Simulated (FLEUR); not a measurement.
## Fixed-spin-moment curve of HfCo with FLEUR

Aim: the energy of HfCo as a function of its total spin moment.

Main program and level: FLEUR MaX-R8.1; LDA (VWN); all-electron FLAPW, Dirac cores, scalar-relativistic bands.

**1. Starting point**

Symmetry: Pm-3m, No. 221, cubic system. Conventional cell: a = 3.164 Å, b = 3.164 Å, c = 3.164 Å, α = 90.00°, β = 90.00°, γ = 90.00°. Hf has 8 Co at 2.74 Å nearest. Nearest to Co lie 8 Hf at 2.74 Å. Farther neighbours are not listed.

Structure file:

```xyz
2
Lattice="3.1640 0.0000 0.0000 0.0000 3.1640 0.0000 0.0000 0.0000 3.1640" Properties=species:S:1:pos:R:3 pbc="T T T"
Hf    1.5820    1.5820    1.5820
Co    0.0000    0.0000    0.0000
```

**2. Unconstrained state**

The free run tells which range of moments is worth scanning.

inpgen writes inp.xml from crystal.txt; cutoffs, mixing, functional, smearing and local orbitals are then set in the file. The k list default-1 (kpts.xml, not shown) is a Γ-centred 8×8×8 mesh; where the ranks do not divide the number of points, some are split in two of half the weight.

inp.xml

```
<?xml version="1.0" encoding="UTF-8" standalone="no"?>
<fleurInput fleurInputVersion="0.39">
   <comment>
      HfCo
   </comment>
   <calculationSetup>
      <cutoffs Kmax="3.6" Gmax="10.8" GmaxXC="10.8" numbands="0"/>
      <scfLoop itmax="90" minDistance="0.00002" maxIterBroyd="15" imix="Anderson" alpha="0.05" precondParam="0.0" spinf="2.0" sdNocoIR="T"/>
      <coreElectrons ctail="T" frcor="F" kcrel="0" coretail_lmax="0"/>
      <xcFunctional name="vwn" relativisticCorrections="F"/>
      <magnetism jspins="2"/>
      <soc l_soc="F" theta="0.0" phi="0.0" spav="F"/>
      <expertModes spex="0" secvar="F"/>
      <geometryOptimization l_f="F" forcealpha="1.0" forcemix="BFGS" epsdisp="0.00001" epsforce="0.00001"/>
      <ldaU l_linMix="F" mixParam="0.05" spinf="1.0"/>
   </calculationSetup>
   <cell>
      <bzIntegration valenceElectrons="43.0" mode="hist" fermiSmearingEnergy="0.00110248">
         <kPointListSelection listName="default-1"/>
         <xi:include xmlns:xi="http://www.w3.org/2001/XInclude" href="kpts.xml"> </xi:include>
      </bzIntegration>
      <xi:include xmlns:xi="http://www.w3.org/2001/XInclude" href="sym.xml"> </xi:include>
      <bulkLattice scale="1.0">
         <bravaisMatrix>
            <row-1>    5.9790934582343995     0.0000000000000000     0.0000000000000000</row-1>
            <row-2>    0.0000000000000000     5.9790934582343995     0.0000000000000000</row-2>
            <row-3>    0.0000000000000000     0.0000000000000000     5.9790934582343995</row-3>
         </bravaisMatrix>
      </bulkLattice>
   </cell>
   <atomSpecies>
      <species name="Hafnium (Hf)" element="Hf" atomicNumber="72">
         <mtSphere radius="2.52" gridPoints="833" logIncrement="0.016"/>
         <atomicCutoffs lmax="10" lnonsphr="8"/>
         <electronConfig flipSpins="F">
            <coreConfig>(1s1/2) (2s1/2) (2p1/2) (2p3/2) (3s1/2) (3p1/2) (3p3/2) (4s1/2) (3d3/2) (3d5/2) (4p1/2) (4p3/2) (4d3/2) (4d5/2)</coreConfig>
            <valenceConfig>(5s1/2) (5p1/2) (5p3/2) (6s1/2) (4f5/2) (4f7/2) (5d3/2) (5d5/2)</valenceConfig>
            <stateOccupation state="(5d3/2)" spinUp="0.400000" spinDown="0.400000"/>
            <stateOccupation state="(5d5/2)" spinUp="0.600000" spinDown="0.600000"/>
         </electronConfig>
         <energyParameters s="6" p="6" d="5" f="5"/>
         <lo type="SCLO" l="0" n="5" eDeriv="0"/>
         <lo type="SCLO" l="1" n="5" eDeriv="0"/>
         <lo type="SCLO" l="3" n="4" eDeriv="0"/>
      </species>
      <species name="Cobalt (Co2.000" element="Co" atomicNumber="27">
         <mtSphere radius="2.52" gridPoints="833" logIncrement="0.015"/>
         <atomicCutoffs lmax="10" lnonsphr="8"/>
         <electronConfig flipSpins="F">
            <coreConfig>(1s1/2) (2s1/2) (2p1/2) (2p3/2)</coreConfig>
            <valenceConfig>(3s1/2) (3p1/2) (3p3/2) (4s1/2) (3d3/2) (3d5/2)</valenceConfig>
            <stateOccupation state="(3d3/2)" spinUp="1.5" spinDown="1.3"/>
            <stateOccupation state="(3d5/2)" spinUp="3.0" spinDown="1.2"/>
         </electronConfig>
         <energyParameters s="4" p="4" d="3" f="4"/>
         <lo type="SCLO" l="0" n="3" eDeriv="0"/>
         <lo type="SCLO" l="1" n="3" eDeriv="0"/>
      </species>
   </atomSpecies>
   <atomGroups>
      <atomGroup species="Hafnium (Hf)">
         <relPos label="                   1">1.000/2.000 1.000/2.000 1.000/2.000</relPos>
         <force calculate="T" relaxXYZ="TTT"/>
      </atomGroup>
      <atomGroup species="Cobalt (Co2.000">
         <relPos label="                   2">.0000000000 .0000000000 .0000000000</relPos>
         <force calculate="T" relaxXYZ="TTT"/>
      </atomGroup>
   </atomGroups>
   <output dos="F" band="F" slice="F">
      <bandDOS minEnergy="-.5*Htr" maxEnergy="0.5*Htr" sigma="0.015" storeEVData="T"/>
      <plotting iplot="0" polar="F">
         <plot TwoD="T" vec1="  1.0  0.0  0.0" vec2="  0.0  1.0  0.0" vec3="  0.0  0.0  1.0" zero="  0.0  0.0  0.0" file="plot"/>
      </plotting>
      <moessbauerParams electricFieldGradient="F" isomerShift="F" coreHyperfine="F" valenceHyperfine="F"/>
   </output>
</fleurInput>
```

crystal.txt

```
HfCo
&input film=F cartesian=F /
3.16400000000  0.00000000000  0.00000000000
0.00000000000  3.16400000000  0.00000000000
0.00000000000  0.00000000000  3.16400000000
1.8897261246
1.0 1.0 1.0

2
72 0.50000000000  0.50000000000  0.50000000000
27 0.00000000000  0.00000000000  0.00000000000 : 2.000

&kpt div1=8 div2=8 div3=8 gamma=T /
```

On the command line:

```bash
$ OMP_NUM_THREADS=1 inpgen -f crystal.txt > inpgen.log  # inp.xml is then edited as shown
$ OMP_NUM_THREADS=1 mpirun -n 4 fleur_MPI > fleur.log
```

Log:

```text
Welcome to FLEUR        (www.flapw.de)
      MaX-Release 8.1          (www.max-centre.eu)

 ========== k-point set info ==========
 Selected k-point list: default-1
 k-point list type: mesh
 0 x 0 x 0
 Number of k points: 36

 ------------Calculation Setup---------------------------
 Number of MPI-tasks      :            4
 Number of PE/node        :            4
 Number of OMP-threads    :            1
 k-points in parallel     :            4
 pe's per k-point         :            1
 No of k-point loops      :            9
 Eigenvalue solver        :       lapack
 Number of basis functions:          217
 Approximate size of matrices (H+S) per k-point:         0.001 GB
 --------------------------------------------------------
 Iteration:     1   Distance:      30.14457162 me/bohr^3
 Iteration:     2   Distance:      22.44064525 me/bohr^3
 Iteration:     3   Distance:      17.65735940 me/bohr^3
 Iteration:     4   Distance:      14.63210724 me/bohr^3
 Iteration:     5   Distance:       7.01846888 me/bohr^3
 Iteration:     6   Distance:      10.30353937 me/bohr^3
 Iteration:     7   Distance:       9.11901795 me/bohr^3
 Iteration:     8   Distance:       7.68643777 me/bohr^3
 Iteration:     9   Distance:       1.53108065 me/bohr^3
 Iteration:    10   Distance:       1.30357781 me/bohr^3
[... 60 iterations left out ...]
 Iteration:    71   Distance:       0.00025627 me/bohr^3
 Iteration:    72   Distance:       0.00025594 me/bohr^3
 Iteration:    73   Distance:       0.00025532 me/bohr^3
 Iteration:    74   Distance:       0.00024889 me/bohr^3
 Iteration:    75   Distance:       0.00023895 me/bohr^3
 Iteration:    76   Distance:       0.00019333 me/bohr^3
 Iteration:    77   Distance:       0.00012326 me/bohr^3
 Iteration:    78   Distance:       0.00010294 me/bohr^3
 Iteration:    79   Distance:       0.00002079 me/bohr^3
 Iteration:    80   Distance:       0.00000268 me/bohr^3

 ********************************************************************
 Run finished successfully
 Stop message:
   all done
 ********************************************************************

--- out.xml (last complete iteration) ---
<iteration numberForCurrentRun="   80" overallNumber="   80">
         [... left out ...]
         <bandgap value="0.0000006686" units="eV"/>
         <sumValenceSingleParticleEnergies value="-21.1488034657" units="Htr"/>
         <FermiEnergy value="0.3972691900" units="Htr"/>
         <valenceDensity>
            <mtCharges spin="1">
               <mtCharge atomType="1" total="11.8890456" s="1.1551036" p="3.0486345" d="0.6846515" f="6.9969639"/>
               <mtCharge atomType="2" total="8.3561927" s="1.3055426" p="3.2490115" d="3.7873002" f="0.0105898"/>
            </mtCharges>
            <mtCharges spin="2">
               <mtCharge atomType="1" total="11.8890455" s="1.1551036" p="3.0486345" d="0.6846514" f="6.9969639"/>
               <mtCharge atomType="2" total="8.3561919" s="1.3055425" p="3.2490114" d="3.7872996" f="0.0105898"/>
            </mtCharges>
            <spinDependentCharge spin="1" total="21.5000004" interstitial="1.2547622" mtSpheres="20.2452382"/>
            <spinDependentCharge spin="2" total="21.4999996" interstitial="1.2547622" mtSpheres="20.2452374"/>
            <totalCharge value="43.0000000001"/>
         </valenceDensity>
         [... left out ...]
         <allElectronCharges>
            <spinDependentCharge spin="1" total="49.5000004" interstitial="1.2547636" mtSpheres="48.2452368"/>
            <spinDependentCharge spin="2" total="49.4999996" interstitial="1.2547636" mtSpheres="48.2452360"/>
            <totalCharge value="98.9999999945"/>
         </allElectronCharges>
         <magneticMomentsInMTSpheres units="muBohr">
            <globalMagMoment atomType="1" vec="0.00000   0.00000   0.00000"/>
            <localMagMoment atomType="1" vec="0.00000   0.00000   0.00000"/>
            <globalMagMoment atomType="2" vec="0.00000   0.00000   0.00000"/>
            <localMagMoment atomType="2" vec="0.00000   0.00000   0.00000"/>
         </magneticMomentsInMTSpheres>
         <moessbauerParams unitsHFF="kG" unitsIS="e/bohr^3" unitsEFG="Htr/bohr^2">
         </moessbauerParams>
         <totalEnergy value="   -16480.0349842341" units="Htr">
            <sumOfEigenvalues value="   -10021.0249429829">
               <coreElectrons value="-9999.8761395172"/>
               <valenceElectrons value="-21.1488034657"/>
            </sumOfEigenvalues>
            <densityCoulombPotentialIntegral value="-27832.7419431674"/>
            <densityEffectivePotentialIntegral value="-28307.9670328138"/>
            <chargeDenXCDenIntegral value="-358.2013134080"/>
            <FockExchangeEnergyValence value="0.0000000000"/>
            <FockExchangeEnergyCore value="0.0000000000"/>
            <atomTypeDependentContributions atomType="1">
               <electronNucleiInteractionDifferentMTs value="18772.3630246566"/>
               <MadelungTerm value="-42.3849109544"/>
            </atomTypeDependentContributions>
            <atomTypeDependentContributions atomType="2">
               <electronNucleiInteractionDifferentMTs value="1670.6199452111"/>
               <MadelungTerm value="-7.0369082512"/>
            </atomTypeDependentContributions>
            <tkbTimesEntropy value="0.0003122216"/>
            <freeEnergy value="-16480.0352964557"/>
            <extrapolationTo0K value="-16480.0351403449"/>
         </totalEnergy>
         <densityConvergence units="me/bohr^3">
            <chargeDensity spin="1" distance="0.0000014623"/>
            <chargeDensity spin="2" distance="0.0000017827"/>
            <overallChargeDensity distance="0.0000018532"/>
            <spinDensity distance="0.0000026830"/>
         </densityConvergence>
      </iteration>
```

Run time: 48 s. Hardware: 4 MPI ranks of Arm Neoverse V1, shared host; peak memory 0.2 GiB.

Read from the output:

```yaml
free_energy: -448444.6058 eV
program_s_band_gap_on_this_mesh_in_a_metal_only_a_level_spacing: 6.69e-7 eV
final_state: non-magnetic
```

After 80 cycles the seed has died away: no moment is left.

**3. No spin polarisation**

Changes to inp.xml since step 2:

```diff
@@ -10,3 +10,3 @@
       <xcFunctional name="vwn" relativisticCorrections="F"/>
-      <magnetism jspins="2"/>
+      <magnetism jspins="1"/>
       <soc l_soc="F" theta="0.0" phi="0.0" spav="F"/>
@@ -45,3 +45,3 @@
       </species>
-      <species name="Cobalt (Co2.000" element="Co" atomicNumber="27">
+      <species name="Cobalt (Co)" element="Co" atomicNumber="27">
          <mtSphere radius="2.52" gridPoints="833" logIncrement="0.015"/>
@@ -51,4 +51,4 @@
             <valenceConfig>(3s1/2) (3p1/2) (3p3/2) (4s1/2) (3d3/2) (3d5/2)</valenceConfig>
-            <stateOccupation state="(3d3/2)" spinUp="1.5" spinDown="1.3"/>
-            <stateOccupation state="(3d5/2)" spinUp="3.0" spinDown="1.2"/>
+            <stateOccupation state="(3d3/2)" spinUp="1.400000" spinDown="1.400000"/>
+            <stateOccupation state="(3d5/2)" spinUp="2.100000" spinDown="2.100000"/>
          </electronConfig>
@@ -64,3 +64,3 @@
       </atomGroup>
-      <atomGroup species="Cobalt (Co2.000">
+      <atomGroup species="Cobalt (Co)">
          <relPos label="                   2">.0000000000 .0000000000 .0000000000</relPos>
```

Changes to crystal.txt since step 2:

```diff
@@ -10,3 +10,3 @@
 72 0.50000000000  0.50000000000  0.50000000000
-27 0.00000000000  0.00000000000  0.00000000000 : 2.000
+27 0.00000000000  0.00000000000  0.00000000000
```

Log:

```text
[banner, memory and clock lines left out]
Welcome to FLEUR        (www.flapw.de)
      MaX-Release 8.1          (www.max-centre.eu)

 ========== k-point set info ==========
 Selected k-point list: default-1
 k-point list type: mesh
 0 x 0 x 0
 Number of k points: 36

 [... set-up left out ...]
 Iteration:     1   Distance:      31.57161696 me/bohr^3
 Iteration:     2   Distance:      16.17199915 me/bohr^3
 Iteration:     3   Distance:      12.51118096 me/bohr^3
 Iteration:     4   Distance:      24.19336316 me/bohr^3
 Iteration:     5   Distance:       5.54438071 me/bohr^3
 Iteration:     6   Distance:       9.43122344 me/bohr^3
 Iteration:     7   Distance:      11.83583567 me/bohr^3
 Iteration:     8   Distance:       2.62105387 me/bohr^3
[... lines left out ...]
 Iteration:    15   Distance:       0.00203777 me/bohr^3
 Iteration:    16   Distance:       0.00070420 me/bohr^3
 Iteration:    17   Distance:       0.00035497 me/bohr^3
 Iteration:    18   Distance:       0.00021941 me/bohr^3
 Iteration:    19   Distance:       0.00003128 me/bohr^3
 Iteration:    20   Distance:       0.00001333 me/bohr^3

 ********************************************************************
 Run finished successfully
 Stop message:
   all done
 ********************************************************************

--- out.xml (last complete iteration) ---
<iteration numberForCurrentRun="   20" overallNumber="   20">
         [... left out ...]
         <bandgap value="0.0341163481" units="eV"/>
         <sumValenceSingleParticleEnergies value="-21.1488036253" units="Htr"/>
         <FermiEnergy value="0.3972691867" units="Htr"/>
         [... left out ...]
         <totalEnergy value="   -16480.0349842347" units="Htr">
            <sumOfEigenvalues value="   -10021.0249438119">
               <coreElectrons value="-9999.8761401867"/>
               <valenceElectrons value="-21.1488036253"/>
            </sumOfEigenvalues>
         [... left out ...]
            <freeEnergy value="-16480.0352964563"/>
            <extrapolationTo0K value="-16480.0351403455"/>
         </totalEnergy>
         <densityConvergence units="me/bohr^3">
            <chargeDensity spin="1" distance="0.0000133302"/>
         </densityConvergence>
      </iteration>
```

The job ended after 6.9 s (4 MPI ranks; peak memory 0.17 GiB; 27 s of CPU time).

Numbers from this step:

* free energy: -448444.6058 eV
* program's band gap on this mesh (in a metal only a level spacing): 0.03412 eV
* final state: non-magnetic (no spin polarisation)

Its energy lies -0.0 meV a cell from the free run's.

**4. Moment fixed at 0.075 μB**

Two Fermi energies hold the total moment; the run starts from the free run's density.

Changes to inp.xml since step 3:

```diff
@@ -10,3 +10,3 @@
       <xcFunctional name="vwn" relativisticCorrections="F"/>
-      <magnetism jspins="1"/>
+      <magnetism jspins="2" fixed_moment="0.075"/>
       <soc l_soc="F" theta="0.0" phi="0.0" spav="F"/>
@@ -45,3 +45,3 @@
       </species>
-      <species name="Cobalt (Co)" element="Co" atomicNumber="27">
+      <species name="Cobalt (Co2.000" element="Co" atomicNumber="27">
          <mtSphere radius="2.52" gridPoints="833" logIncrement="0.015"/>
@@ -51,4 +51,4 @@
             <valenceConfig>(3s1/2) (3p1/2) (3p3/2) (4s1/2) (3d3/2) (3d5/2)</valenceConfig>
-            <stateOccupation state="(3d3/2)" spinUp="1.400000" spinDown="1.400000"/>
-            <stateOccupation state="(3d5/2)" spinUp="2.100000" spinDown="2.100000"/>
+            <stateOccupation state="(3d3/2)" spinUp="1.5" spinDown="1.3"/>
+            <stateOccupation state="(3d5/2)" spinUp="3.0" spinDown="1.2"/>
          </electronConfig>
@@ -64,3 +64,3 @@
       </atomGroup>
-      <atomGroup species="Cobalt (Co)">
+      <atomGroup species="Cobalt (Co2.000">
          <relPos label="                   2">.0000000000 .0000000000 .0000000000</relPos>
```

On the command line:

```bash
$ OMP_NUM_THREADS=1 mpirun -n 4 fleur_MPI > fleur.log
```

Log:

```text
[banner, memory and clock lines left out]
Welcome to FLEUR        (www.flapw.de)
      MaX-Release 8.1          (www.max-centre.eu)

 ========== k-point set info ==========
 Selected k-point list: default-1
 k-point list type: mesh
 0 x 0 x 0
 Number of k points: 36

 [... set-up left out ...]
 Iteration:     1   Distance:       1.13779989 me/bohr^3
 Iteration:     2   Distance:       1.09603279 me/bohr^3
 Iteration:     3   Distance:       0.16587778 me/bohr^3
 Iteration:     4   Distance:       0.15747207 me/bohr^3
 Iteration:     5   Distance:       0.06516214 me/bohr^3
 Iteration:     6   Distance:       0.05887624 me/bohr^3
 Iteration:     7   Distance:       0.01966744 me/bohr^3
 Iteration:     8   Distance:       0.02215748 me/bohr^3
 Iteration:     9   Distance:       0.00539327 me/bohr^3
 Iteration:    10   Distance:       0.00137435 me/bohr^3
 Iteration:    11   Distance:       0.00118544 me/bohr^3
 Iteration:    12   Distance:       0.00010417 me/bohr^3
 Iteration:    13   Distance:       0.00001486 me/bohr^3

 ********************************************************************
 Run finished successfully
 Stop message:
   all done
 ********************************************************************

--- out.xml (last complete iteration) ---
<iteration numberForCurrentRun="   13" overallNumber="   93">
         [... left out ...]
         <bandgap value="0.0021909399" units="eV"/>
         <sumValenceSingleParticleEnergies value="-10.5696926158" units="Htr"/>
         <bandgap value="0.0147677833" units="eV"/>
         <sumValenceSingleParticleEnergies value="-21.1489688720" units="Htr"/>
         <FermiEnergy value="0.3969606282" units="Htr"/>
         <FixedTotalMoment fermiEnergyUp="0.3972176956" fermiEnergyDown="0.3969606282" units="Htr"/>
         [... left out ...]
         <magneticMomentsInMTSpheres units="muBohr">
            <globalMagMoment atomType="1" vec="0.00000   0.00000   0.00465"/>
            <globalMagMoment atomType="2" vec="0.00000   0.00000   0.06993"/>
         </magneticMomentsInMTSpheres>
         [... left out ...]
         <totalEnergy value="   -16480.0350019684" units="Htr">
            <sumOfEigenvalues value="   -10021.0254465297">
               <coreElectrons value="-9999.8764776577"/>
               <valenceElectrons value="-21.1489688720"/>
            </sumOfEigenvalues>
         [... left out ...]
            <freeEnergy value="-16480.0352933903"/>
            <extrapolationTo0K value="-16480.0351476794"/>
         </totalEnergy>
         <densityConvergence units="me/bohr^3">
            <chargeDensity spin="1" distance="0.0000045113"/>
            <chargeDensity spin="2" distance="0.0000119129"/>
            <overallChargeDensity distance="0.0000101909"/>
            <spinDensity distance="0.0000148555"/>
         </densityConvergence>
      </iteration>
```

Run time: 8.3 s. Hardware: 4 MPI ranks; peak memory 0.2 GiB.

Read from the output:

* magnetization: 0.075 μB

Its energy lies +0.1 meV a cell from the free run's.

**5. Moment fixed at 0.15 μB**

Changes to inp.xml since step 4:

```diff
@@ -10,3 +10,3 @@
       <xcFunctional name="vwn" relativisticCorrections="F"/>
-      <magnetism jspins="2" fixed_moment="0.075"/>
+      <magnetism jspins="2" fixed_moment="0.15"/>
       <soc l_soc="F" theta="0.0" phi="0.0" spav="F"/>
```

Log:

```text
[banner, memory and clock lines left out]
Welcome to FLEUR        (www.flapw.de)
      MaX-Release 8.1          (www.max-centre.eu)

 ========== k-point set info ==========
 Selected k-point list: default-1
 k-point list type: mesh
 0 x 0 x 0
 Number of k points: 36

 [... set-up left out ...]
 Iteration:     1   Distance:       2.19261307 me/bohr^3
 Iteration:     2   Distance:       2.11136211 me/bohr^3
 Iteration:     3   Distance:       0.33615034 me/bohr^3
 Iteration:     4   Distance:       0.30308076 me/bohr^3
 Iteration:     5   Distance:       0.13986158 me/bohr^3
[...]
<sumOfEigenvalues value="   -10021.0221487793">
               <coreElectrons value="-9999.8746212457"/>
               <valenceElectrons value="-21.1475275335"/>
            </sumOfEigenvalues>
         [... left out ...]
            <freeEnergy value="-16480.0352478628"/>
            <extrapolationTo0K value="-16480.0351185067"/>
         </totalEnergy>
         <densityConvergence units="me/bohr^3">
            <chargeDensity spin="1" distance="0.0000104599"/>
            <chargeDensity spin="2" distance="0.0000119128"/>
            <overallChargeDensity distance="0.0000153810"/>
            <spinDensity distance="0.0000163118"/>
         </densityConvergence>
      </iteration>
```

Wall time 9.5 s (4 MPI ranks); peak memory 0.2 GiB.

Numbers from this step:

```yaml
magnetization: 0.15 μB
```

Its energy lies +1.3 meV a cell from the free run's.

(Continued in part 2 of 2.)

[Logs and program files are shortened in this print: banners, set-up blocks, solver, clock and traceback lines can be left out without a mark of their own.]

[Logs are printed without paths, hosts, clocks, repeated set-up lines and the standing remarks that a program may print on its own settings, such as how far it seeks lower states.]

[Hosts, paths, dates, database ids (printed as entryN), source tags and the programs' standing remarks are cut or masked in the printed files.]

[Where a cell is said to come from a database of computed structures, the database is the Materials Project.]
